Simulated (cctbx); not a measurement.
## Absolute structure of YTmNi12P7

Space group P-6 (no. 174), a = 8.8150 Å, b = 8.8150 Å, c = 3.4230 Å, α = 90.00°, β = 90.00°, γ = 120.00°.

| atom | mult. | x | y | z | Ueq (Å²) |
| --- | --- | --- | --- | --- | --- |
| Tm1 | 1 | 0 | 0 | 0 | 0.0055 |
| Y1 | 1 | 2/3 | 1/3 | 1/2 | 0.0072 |
| Ni1 | 3 | 0.4589 | 0.8834 | 1/2 | 0.0063 |
| Ni2 | 3 | 0.2960 | 0.0592 | 1/2 | 0.0080 |
| Ni3 | 3 | 0.2248 | 0.8273 | 0 | 0.0082 |
| Ni4 | 3 | 0.7187 | 0.0990 | 0 | 0.0068 |
| P1 | 1 | 1/3 | 2/3 | 0 | 0.0095 |
| P2 | 3 | 0.0682 | 0.8088 | 1/2 | 0.0082 |
| P3 | 3 | 0.4446 | 0.0756 | 0 | 0.0096 |

The model is made up (kin elements in a known structure type, no relaxation), so it says nothing on whether the phase exists.

Data sets are simulated with cctbx and refined with Bijvoet mates kept apart; Flack x is then fitted as the share of an inverted twin with the atoms fixed, Hooft y from the Bijvoet differences. The group is acentric but holds improper operations, so there is an absolute structure (orientation) and no hand.

Untwinned crystal. What Flack and Hooft values should come out?

| λ (Å) | extinction (unmodelled) | d min (Å) | top counts | error (%) | model | R1 | Flack x | s.u. | Hooft y | s.u. | pairs |
| --- | --- | --- | --- | --- | --- | --- | --- | --- | --- | --- | --- |
| 0.71073 | 0 | 0.77 | 20000 | 4 | as given | 0.0126 | 0.012 | 0.008 | 0.002 | 0.012 | 208 |
| 0.71073 | 0 | 0.77 | 20000 | 4 | inverted | 0.0483 | 0.948 | 0.018 | 1.048 | 0.014 | 208 |
| 1.54184 | 0 | 0.83 | 40000 | 6 | as given | 0.0142 | -0.005 | 0.011 | -0.002 | 0.015 | 169 |

With Mo Kα, x is within 3 s.u. of 0, so the absolute structure is right. With Cu Kα, x is within 3 s.u. of 0, so the absolute structure is right. Inverting the model turns x into about 1 − x.

A further crystal gives:

| λ (Å) | extinction (unmodelled) | d min (Å) | top counts | error (%) | model | R1 | Flack x | s.u. | Hooft y | s.u. | pairs |
| --- | --- | --- | --- | --- | --- | --- | --- | --- | --- | --- | --- |
| 1.54184 | 0 | 0.83 | 70000 | 3 | as given | 0.0355 | 0.789 | 0.014 | 0.823 | 0.010 | 169 |

**Question.** What is it?

It was simulated as an inversion twin with a fraction 0.8 of the inverted domain. Flack x is over 3 s.u. from both 0 and 1 and reads that fraction.
